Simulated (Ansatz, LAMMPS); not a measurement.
# Elastic response of amorphous 29Ga2O3-71GeO2 (mol %) (86 atoms), part 2 of 4

How stiff is amorphous 29Ga2O3-71GeO2 (mol %) (86 atoms), and how do its levels respond to strain?

Ansatz 0.2.0; Kohn-Sham DFT, PBE, PAW (set soft_1), plane waves.

The cell: 14 Ga, 17 Ge and 55 O. The quench rate of 100 K/ps is many orders above laboratory rates. The network of bonds at the start is that of the classical potential that made the cell. The Brillouin zone is sampled at Γ only.

So far. Step 2 (Single point at the start): The r.m.s. force at the start is 0.83 eV/Å. Step 3 (Cell and atoms relaxed): The relaxation converged after 18 steps, with a largest force component of 0.030 eV/Å.

## 4. Single point at the relaxed geometry

One more single point at the end of the walk gives the fuller output and checks the residual forces.

Input file input.yaml:

```yaml
crystal:
  lattice:
    - [10.4338, 0.04858, -0.02535]
    - [0.04858, 10.28751, 0.16124]
    - [-0.02535, 0.16124, 10.1967]
  atoms:
    - { symbol: Ga, position: [0.23096, 0.45353, 0.78939] }
    - { symbol: Ga, position: [0.56174, 0.98442, 0.91079] }
    - { symbol: Ga, position: [0.28392, 0.56841, 0.45395] }
    - { symbol: Ga, position: [0.18912, 0.47464, 0.13784] }
    - { symbol: Ga, position: [0.89664, 0.39794, 0.23787] }
    - { symbol: Ga, position: [0.6392, 0.76246, 0.10247] }
    [... 74 atom lines left out ...]
    - { symbol: O, position: [0.73452, 0.71409, 0.49687] }
    - { symbol: O, position: [0.94621, 0.83016, 0.4016] }
    - { symbol: O, position: [0.21316, 0.85065, 0.29488] }
    - { symbol: O, position: [0.78357, 0.26674, 0.60366] }
    - { symbol: O, position: [0.45642, 0.13368, 0.91688] }
    - { symbol: O, position: [0.35575, 0.58979, 0.79029] }
kpoints:
  mp_grid: { grid: [1, 1, 1] }
hamiltonian:
  xc: pbe
  pseudopotentials: { kind: paw, azcp: { folder: soft_1 } }
scf:
  occupations: { method: fermi_dirac, width: 0.025 }
output:
  forces: true
  stress: true
  populations: true
  dos:
    method: { smearing: { sigma: 0.15 } }
    de: 0.1
    projected: { site_lists: { Ga: [Ga], Ge: [Ge], O: [O] } }
  eigenvalues: true
  write_density: true
  write_potential: true
  volumetric_format: npy
  elf: true
```

Run with:

```bash
$ ansatz run input.yaml --threads 4 --pin off --max-ram 8192MiB --backend cpu --events-out ev --progress --plain --runs-dir out
```

Numbers of over 12 decimals in the logs are rounded to 6 here.

Output:

```text
[...]
Crystal: 86 atoms, lattice volume = 1094.189 Å³
Basis set: ecut = 420 eV, 21389 PW (Γ), exchange–correlation on 144×144×144 points (8 copies of the dense FFT grid, shifted against one another)
Bands: 461, of which v1, the nominal top of the filled ones, is band 375 counted from 1 (374 counted from 0)
Symmetry: 1 space group operations
[...]
k-points: 1
[...]
SCF iter   1: F=—  HF=-157209.756323 eV  |F-HF|=—  |Δ(HF+E_count)|=         —  Δρ=1.07e-1  dr2=8.18e1  ethr=3.10e-3  ⟨swp⟩=6.0  Hψ=1849  notcnv=0
[...]
SCF iter  14: F=-157183.995969 eV  HF=-157183.995969 eV  |F-HF|=2.18e-9  |Δ(HF+E_count)|=   8.06e-9  Δρ=1.17e-6  dr2=1.43e-8  ethr=1.33e-11  ⟨swp⟩=8.0  Hψ=2684  notcnv=0
SCF 1 converged in 14 iterations: F = -157183.995969 eV  dr2 = 1.43e-8
[...]
SCF converged after 14 iterations
Free energy (F): -157183.995969 eV
[...]
Internal energy: -157183.995969 eV  (E = F + TS)
E sigma→0 (E₀):  -157183.995969 eV
Fermi energy:    6.633525 eV
[...]
--- Forces (eV/Å), atoms counted from 1 ---
  atom   1  Ga    -0.00247297    -0.00386164    -0.00271673
  atom   2  Ga    -0.00245141     0.00426567     0.00142225
  atom   3  Ga    -0.03116255    -0.00090715    -0.02120974
  atom   4  Ga    -0.00142472    -0.00179043     0.00199176
  atom   5  Ga     0.00339668     0.00150825    -0.00152235
  atom   6  Ga     0.00404419    -0.00022841    -0.00093953
  atom   7  Ga     0.00654132     0.00196211     0.00153676
  atom   8  Ga     0.00372370     0.00138540    -0.00155180
  atom   9  Ga     0.00305791    -0.00026724    -0.00066050
  atom  10  Ga     0.00512287     0.00122909     0.00451821
  atom  11  Ga     0.00175145     0.00283152    -0.00864563
  atom  12  Ga     0.00119598    -0.00097917    -0.00001503
  atom  13  Ga     0.00325435     0.00167193     0.00406156
  atom  14  Ga    -0.00236846     0.00170837     0.01158035
[...]
atom  85  O      0.00227659    -0.00479805    -0.00484991
  atom  86  O     -0.00199867     0.00036628     0.00146122
  max |Σ_I F_I| component: 4.07e-5 eV/Å
--- Stress (GPa, compression-positive) ---
       -0.009234       0.003655       0.003580
        0.003655      -0.012048       0.006993
        0.003580       0.006993      -0.019479
  P = ⅓ Tr σ = -0.0136 GPa (-0.136 kbar)
--- Band table (eV) ---
[...]
--- Löwdin populations: 86 sites ---
  site symbol       q [e]
     0     Ga     11.9170
     1     Ga     11.9436
     2     Ga     11.9294
[...]
85      O      6.6716
  spilling = 0.004568 (of n_electrons = 750.000000)
```

It took 18 s on 4 threads of AMD EPYC 9R14 (Zen 4), shared host; peak memory 1.8 GiB; 67 s of CPU time.

Numbers from this run:

```yaml
free_energy: -157183.9960 eV
free_energy_per_atom: -1827.7209 eV/atom
scf_cycles: 14
pressure: -0.01359 GPa
r_m_s_force_component: 0.00384 eV/Å
longest_force: 0.03771 eV/Å
fermi_energy: 6.634 eV
spacing_of_highest_filled_and_lowest_empty_level: 1.165 eV
spilling_of_the_projection: 0.004568
```

Löwdin charges by element and coordination (they lack the spilled electrons, 0.040 e an atom on average):

| element | coordination | atoms | mean charge (e) | spread | least | most |
| --- | --- | --- | --- | --- | --- | --- |
| Ga | all | 14 | 1.07 | 0.0124 | 1.06 | 1.11 |
| Ga | 4 | 3 | 1.08 | 0.0058 | 1.07 | 1.08 |
| Ga | 5 | 8 | 1.08 | 0.0138 | 1.06 | 1.11 |
| Ga | 6 | 3 | 1.06 | 0.0074 | 1.06 | 1.07 |
| Ge | all | 17 | 1.47 | 0.0342 | 1.41 | 1.52 |
| Ge | 4 | 10 | 1.49 | 0.0243 | 1.45 | 1.52 |
| Ge | 5 | 5 | 1.45 | 0.0114 | 1.43 | 1.46 |
| Ge | 6 | 2 | 1.41 | 5.0e-4 | 1.41 | 1.41 |
| O | all | 55 | -0.664 | 0.02 | -0.718 | -0.623 |
| O | 2 | 19 | -0.668 | 0.0223 | -0.718 | -0.641 |
| O | 3 | 35 | -0.663 | 0.0186 | -0.702 | -0.623 |
| O | 4 | 1 | -0.663 | 0 | -0.663 | -0.663 |

States in the cell by windows of 1 eV, zero at the Fermi level; the larger projections on atomic orbitals stand beside the total:

| from (eV) | to (eV) | total | O p | Ge p | Ge s | Ga d |
| --- | --- | --- | --- | --- | --- | --- |
| -14 | -13 | 69.5 | 0.8 | 0.2 | 0.1 | 65.5 |
| -13 | -12 | 1.7 | 0.0 | 0.0 | 0.0 | 1.4 |
| -12 | -11 | 0.0 | 0.0 | 0.0 | 0.0 | 0.0 |
| -11 | -10 | 5.7 | 2.9 | 0.2 | 2.1 | 0.0 |
| -10 | -9 | 9.1 | 4.7 | 0.4 | 2.9 | 0.1 |
| -9 | -8 | 15.1 | 8.3 | 0.7 | 3.5 | 0.1 |
| -8 | -7 | 15.9 | 10.0 | 1.1 | 1.1 | 0.1 |
| -7 | -6 | 30.3 | 21.1 | 4.1 | 0.5 | 0.2 |
| -6 | -5 | 35.7 | 26.3 | 4.2 | 0.4 | 0.2 |
| -5 | -4 | 41.8 | 33.1 | 3.1 | 0.3 | 0.2 |
| -4 | -3 | 54.4 | 47.7 | 1.8 | 0.2 | 0.3 |
| -3 | -2 | 74.2 | 69.7 | 0.9 | 0.1 | 0.3 |
| -2 | -1 | 45.2 | 43.5 | 0.2 | 0.0 | 0.2 |
| -1 | 0 | 2.6 | 2.5 | 0.0 | 0.0 | 0.0 |
| 0 | 1 | 2.0 | 0.3 | 0.0 | 0.6 | 0.0 |
| 1 | 2 | 0.0 | 0.0 | 0.0 | 0.0 | 0.0 |
| 2 | 3 | 8.8 | 2.6 | 0.9 | 2.6 | 0.0 |
| 3 | 4 | 14.9 | 4.5 | 1.3 | 3.6 | 0.0 |
| 4 | 5 | 22.3 | 6.6 | 2.8 | 4.1 | 0.0 |

Between -26 and -14 eV lie 349 more states.

The levels nearest the highest filled one (over half full), pooled over k-points and spins:

| level less the highest filled one (eV) | occupation |
| --- | --- |
| -0.77 | 2 |
| -0.735 | 2 |
| -0.612 | 2 |
| -0.578 | 2 |
| -0.441 | 2 |
| 0 | 2 |
| 1.17 | 0 |
| 2.86 | 0 |
| 3.04 | 0 |
| 3.20 | 0 |
| 3.53 | 0 |
| 3.61 | 0 |

ELF in the ab plane at fractional z = 0.154, with atoms of Ga and Ge and O within 0.2 Å of it. It is the smooth field of the valence electrons, not physical close to the nuclei.

Ten even steps from '0' (0.00) to '9' (0.85), each cell a mean:
```
10000000000025788620000000012
00000000000058988841000110000
00001221100048998731014763100
00012322210015787421158997300
00123111221001232211278798510
13443111345310011111278578521
47887323467620022211258886322
69668522467620135421125543112
58768511234311235531001122222
26897310011111123321000012221
02442111111100011100000001111
00111001111100011000000012321
00110001122221111221000022321
13431011256631113542000011111
47885211478741013542100111111
69998310255410001332111454211
49996200011112321222225889730
15651000001268874211137968950
00000254201598797311136999950
00002798511587687322222688620
00003799610279984123210133100
00001477510035642112210000001
10000123100001222111110000023
21000000000001344210000000134
```
Columns run along a (10.4 Å), rows up along b (10.3 Å). Atoms in or near the plane, at fractional coordinates: Ga at (0.19, 0.47), Ga at (0.46, 0.54), Ge at (0.66, 0.24), Ge at (0.21, 0.78), O at (0.80, 0.78), O at (0.09, 0.66), O at (0.84, 0.26), O at (0.48, 0.19).

Electrostatic potential energy in the ab plane at fractional z = 0.154, with atoms of Ga and Ge and O within 0.2 Å of it. With pseudopotentials it is smooth inside the atoms' cores, unlike the true potential.

Ten even steps from '_' (-26 eV) to '@' (13 eV), each cell a mean:
```
@@@@@@@@@@@@@@@@@@@@@@@@@@%%##==++##%%@@@@@@@@@@@@@@@@@@@@
@@@@@@@@@@%%%%@@@@@@@@@@@@%%--__..##%%@@@@@@@@@@@@@@@@@@@@
@@@@@@%%%%##**##%%%%@@@@@@@@++..--##%%%%@@@@@@@@@@@@@@@@@@
@@@@%%##++--::--++##@@@@@@@@%%######****##%%##++##@@@@@@@@
%%%%%%**--::--::--**%%@@@@@@@@%%##**####****..__..**%%%%%%
%%%%%%**::::--::::**%%@@@@@@@@%%**##@@@@**++______==****##
####==--==::::::++##%%@@@@@@@@%%##**####**##**--==--::::--
++::____..******##%%%%%%@@%%%%%%%%##****##%%%%%%++::::::::
**::____::##%%%%%%%%%%%%##****##%%%%%%%%@@@@@@%%**--::::::
####====**##%%%%%%%%%%**##%%##**##%%@@@@@@@@@@%%##**====++
%%%%%%##********%%%%##**@@@@@@####%%@@@@@@@@@@@@%%%%####%%
@@%%##**%%@@@@****%%##**@@@@@@**##@@@@@@@@@@@@@@%%%%%%%%%%
@@%%##**@@@@@@%%**%%%%****##****%%@@@@@@@@@@@@%%%%######%%
%%%%##**##@@%%**##%%%%%%######%%@@@@@@@@@@@@@@%%##**++**%%
%%##++++******##%%%%%%@@@@@@@@@@@@@@%%@@@@@@@@%%##++++**##
@@**::==%%%%%%%%@@@@@@@@@@@@@@@@%%%%##**##%%%%%%##****##%%
@@%%####@@@@@@@@@@@@@@@@@@@@@@@@%%++--::--++##==..::##%%@@
@@@@@@@@@@@@@@@@@@%%%%%%%%****##**::----::--**______==@@@@
@@@@@@@@@@@@@@@@@@%%%%%%++____..**::--------**--__..**@@@@
@@@@@@@@@@@@@@@@@@@@@@%%==______**++--::--++%%%%##%%@@@@@@
@@@@@@@@@@@@@@@@@@@@@@@@%%==--++%%####**##%%@@@@@@@@@@@@@@
@@@@@@@@@@@@@@@@@@@@@@@@@@%%%%%%%%%%%%%%@@@@@@@@@@@@@@@@@@
@@@@@@@@@@@@@@@@@@@@@@@@@@%%%%##**##%%@@@@@@@@@@@@@@@@@@@@
@@@@@@@@@@@@@@@@@@@@@@@@@@%%##****##%%@@@@@@@@@@@@@@@@@@@@
```
Columns run along a (10.4 Å; values clipped at the 3rd and 97th percentile), rows up along b (10.3 Å). Atoms in or near the plane, at fractional coordinates: Ga at (0.19, 0.47), Ga at (0.46, 0.54), Ge at (0.66, 0.24), Ge at (0.21, 0.78), O at (0.80, 0.78), O at (0.09, 0.66), O at (0.84, 0.26), O at (0.48, 0.19).

Between filled and empty levels lie 1.17 eV (at Γ alone); a semilocal functional tends to put such gaps too low. In a disordered cell it changes from sample to sample, and tail or defect levels can set it. Mean Löwdin charges: Ga +1.07, Ge +1.47, O -0.66 e (they miss 0.46 % of the electrons, so they add up to more than the cell's charge). The largest share in the top eV of filled states is O p (97 % of the projected weight), and in the lowest eV of empty states Ge s (33 % of the projected weight).

## 5. Volume -3 %

The relaxed cell is scaled evenly and the atoms are relaxed again; the stress at the end gives one point of P(V).

input.yaml, the sections that differ from step 4:

```yaml
crystal:
  lattice:
    - [10.3284, 0.04809, -0.02509]
    - [0.04809, 10.18359, 0.15961]
    - [-0.02509, 0.15961, 10.0937]
  atoms:
    [... the 86 atom lines of step 4 ...]
output:
  forces: true
  eigenvalues: true
  stress: true
relax:
  f_tol: 0.05
  max_steps: 70
# kpoints, hamiltonian, scf: as in step 4
```

Output:

```text
Warning: output.stress: scf.convergence.dr2_threshold = 1e-7 eV (the SCF's general default) is looser than the 8.6e-9 eV advised for a printed stress (1e-10 eV for each atom of the cell: 86). What an SCF threshold leaves in a stress goes as its square root, and in the free energy as the threshold itself, and one threshold admits the most on a small cell: [...]
[...]
Crystal: 86 atoms, lattice volume = 1061.364 Å³
Basis set: ecut = 420 eV, 20711 PW (Γ), exchange–correlation on 144×144×144 points (8 copies of the dense FFT grid, shifted against one another)
Bands: 461, of which v1, the nominal top of the filled ones, is band 375 counted from 1 (374 counted from 0)
Symmetry: 1 space group operations
[...]
k-points: 1
[...]
SCF iter   1: F=—  HF=-157210.294958 eV  |F-HF|=—  |Δ(HF+E_count)|=         —  Δρ=1.10e-1  dr2=8.55e1  ethr=3.10e-3  ⟨swp⟩=6.0  Hψ=1854  notcnv=0
[...]
SCF iter  10: F=-157183.487124 eV  HF=-157183.487119 eV  |F-HF|=5.19e-6  |Δ(HF+E_count)|=   1.49e-5  Δρ=2.40e-5  dr2=8.28e-6  ethr=8.33e-9  ⟨swp⟩=12.0  Hψ=2387  notcnv=0
SCF 1 converged in 10 iterations: F = -157183.487124 eV  dr2 = 8.28e-6
[...]
relax step   1: F+E_penalty+E_count = -157183.48712432 eV  Δ(F+E_penalty+E_count) = +0.000e0 eV  max|allowed force component| = 4.301e-1 eV/Å  Δτ_max = 0.0000 Å  (10 SCF iters, dr2 threshold 6.25e-5 eV, accepted)
[...]
relax step   2: F+E_penalty+E_count = -157183.63399257 eV  Δ(F+E_penalty+E_count) = -1.469e-1 eV  max|allowed force component| = 2.565e-1 eV/Å  Δτ_max = 0.0363 Å  (6 SCF iters, dr2 threshold 1.16e-5 eV, accepted)
[...]
relax step   3: F+E_penalty+E_count = -157183.71918084 eV  Δ(F+E_penalty+E_count) = -8.519e-2 eV  max|allowed force component| = 1.277e-1 eV/Å  Δτ_max = 0.0589 Å  (7 SCF iters, dr2 threshold 4.11e-6 eV, accepted)
relax step   4: F+E_penalty+E_count = -157183.63998271 eV  Δ(F+E_penalty+E_count) = +7.920e-2 eV  max|allowed force component| = 4.479e-1 eV/Å  Δτ_max = 0.2000 Å  (8 SCF iters, dr2 threshold 4.05e-6 eV, rejected (line search))
relax step   5: F+E_penalty+E_count = -157183.74314923 eV  Δ(F+E_penalty+E_count) = -2.397e-2 eV  max|allowed force component| = 1.787e-1 eV/Å  Δτ_max = 0.0815 Å  (10 SCF iters, accepted)
relax step   6: F+E_penalty+E_count = -157183.67562219 eV  Δ(F+E_penalty+E_count) = +6.753e-2 eV  max|allowed force component| = 6.938e-1 eV/Å  Δτ_max = 0.1000 Å  (8 SCF iters, dr2 threshold 7.92e-6 eV, rejected (line search))
relax step   7: F+E_penalty+E_count = -157183.74349203 eV  Δ(F+E_penalty+E_count) = -3.428e-4 eV  max|allowed force component| = 2.595e-1 eV/Å  Δτ_max = 0.0200 Å  (10 SCF iters, accepted)
relax step   8: F+E_penalty+E_count = -157183.75316575 eV  Δ(F+E_penalty+E_count) = -9.674e-3 eV  max|allowed force component| = 3.508e-2 eV/Å  Δτ_max = 0.0247 Å  (5 SCF iters, dr2 threshold 6.74e-5 eV, accepted)
[...]
relax step   9: F+E_penalty+E_count = -157183.75318885 eV  Δ(F+E_penalty+E_count) = -2.310e-5 eV  max|allowed force component| = 3.406e-2 eV/Å  Δτ_max = 0.0000 Å  (5 SCF iters, accepted)
SCF converged after 5 iterations
Free energy (F): -157183.753189 eV
[...]
Internal energy: -157183.753189 eV  (E = F + TS)
E sigma→0 (E₀):  -157183.753189 eV
Fermi energy:    7.084216 eV
[...]
--- Forces (eV/Å), atoms counted from 1 ---
  atom   1  Ga     0.02075257    -0.00516177     0.00605621
  atom   2  Ga     0.00011756     0.00208966    -0.00098730
  atom   3  Ga     0.03406261    -0.00146552     0.00138104
  atom   4  Ga     0.00124541    -0.00121594    -0.00742178
  atom   5  Ga    -0.01096967    -0.00777229    -0.00147632
  atom   6  Ga    -0.00619425     0.01876313    -0.00933456
  atom   7  Ga    -0.00778519    -0.00254252     0.00122879
  atom   8  Ga    -0.00596874     0.00267722     0.00824417
  atom   9  Ga    -0.01457045     0.00762599     0.01036351
  atom  10  Ga    -0.01027544    -0.00911530     0.01677565
  atom  11  Ga    -0.00334824     0.00152823     0.01818368
  atom  12  Ga    -0.00522514    -0.01103481    -0.02108775
  atom  13  Ga     0.00216781     0.00693898    -0.00357264
  atom  14  Ga     0.01748130     0.00440461     0.01625431
[...]
atom  85  O     -0.00948191     0.00754188     0.00967851
  atom  86  O     -0.00002177     0.00442904    -0.01353182
  max |Σ_I F_I| component: 9.93e-5 eV/Å
--- Stress (GPa, compression-positive) ---
        2.384245       0.118254       0.117652
        0.118254       2.282237      -0.106787
        0.117652      -0.106787       2.476917
  P = ⅓ Tr σ = 2.3811 GPa (23.811 kbar)
--- Band table (eV) ---
[...]
--- Relaxed structure (9 steps of the walk, 7 accepted, 0 SCFs on fresh bases) ---
  F+E_penalty+E_count = -157183.75318885 eV   max|allowed force component| = 3.406e-2 eV/Å
  atoms:
    - { symbol: Ga, position: [0.230051, 0.454530, 0.786906] }
    - { symbol: Ga, position: [0.562818, 0.984405, 0.908447] }
    - { symbol: Ga, position: [0.281826, 0.569759, 0.453371] }
    - { symbol: Ga, position: [0.191508, 0.477364, 0.137916] }
[...]
- { symbol: O, position: [0.354581, 0.591207, 0.789093] }
```

Wall time 90 s (4 threads); peak memory 1.8 GiB; 5.5 min of CPU time.

The program notes that the SCF threshold is loose for the stress.

The relaxation converged after 9 steps, 0.266 eV below its start, with a largest force component of 0.034 eV/Å.

Volume -3 %: the energy stands 0.243 eV above that of the reference, at a pressure of 2.38 GPa.

## 6. Volume +3 %

The relaxed cell is scaled to another volume.

Input and log are left out; they have the form of those shown for this kind of step.

Elapsed: 98 s, on 4 threads of AMD EPYC 9R14 (Zen 4), shared host; peak memory 1.9 GiB; 6 min of CPU time.

The relaxation converged after 9 steps, 0.263 eV below its start, with a largest force component of 0.020 eV/Å.

Volume +3 %: the energy stands 0.189 eV above that of the reference, at a pressure of -1.73 GPa.

## 7. Volume -6 %

The relaxed cell is scaled to another volume.

Input and log are left out; they have the form of those shown for this kind of step.

Run time: 2 min. Hardware: 4 threads of AMD EPYC 9R14 (Zen 4), shared host; peak memory 1.8 GiB; 7.3 min of CPU time.

The relaxation converged after 12 steps, 1.23 eV below its start, with a largest force component of 0.024 eV/Å.

Volume -6 %: the energy stands 0.919 eV above that of the reference, at a pressure of 4.06 GPa.

## 8. Volume +6 %

The relaxed cell is scaled to another volume.

Input and log are left out; they have the form of those shown for this kind of step.

Wall time 88 s (4 threads of AMD EPYC 9R14 (Zen 4), shared host); peak memory 1.9 GiB; 5.4 min of CPU time.

The relaxation converged after 8 steps, 1.02 eV below its start, with a largest force component of 0.029 eV/Å.

Volume +6 %: the energy stands 0.692 eV above that of the reference, at a pressure of -3.16 GPa.

(Continued in part 3 of 4.)

[Logs are printed without paths, hosts, clocks, repeated set-up lines and the standing remarks that a program may print on its own settings, such as how far it seeks lower states.]

[Hosts, paths, dates, database ids (printed as entryN), source tags and the programs' standing remarks are cut or masked in the printed files.]
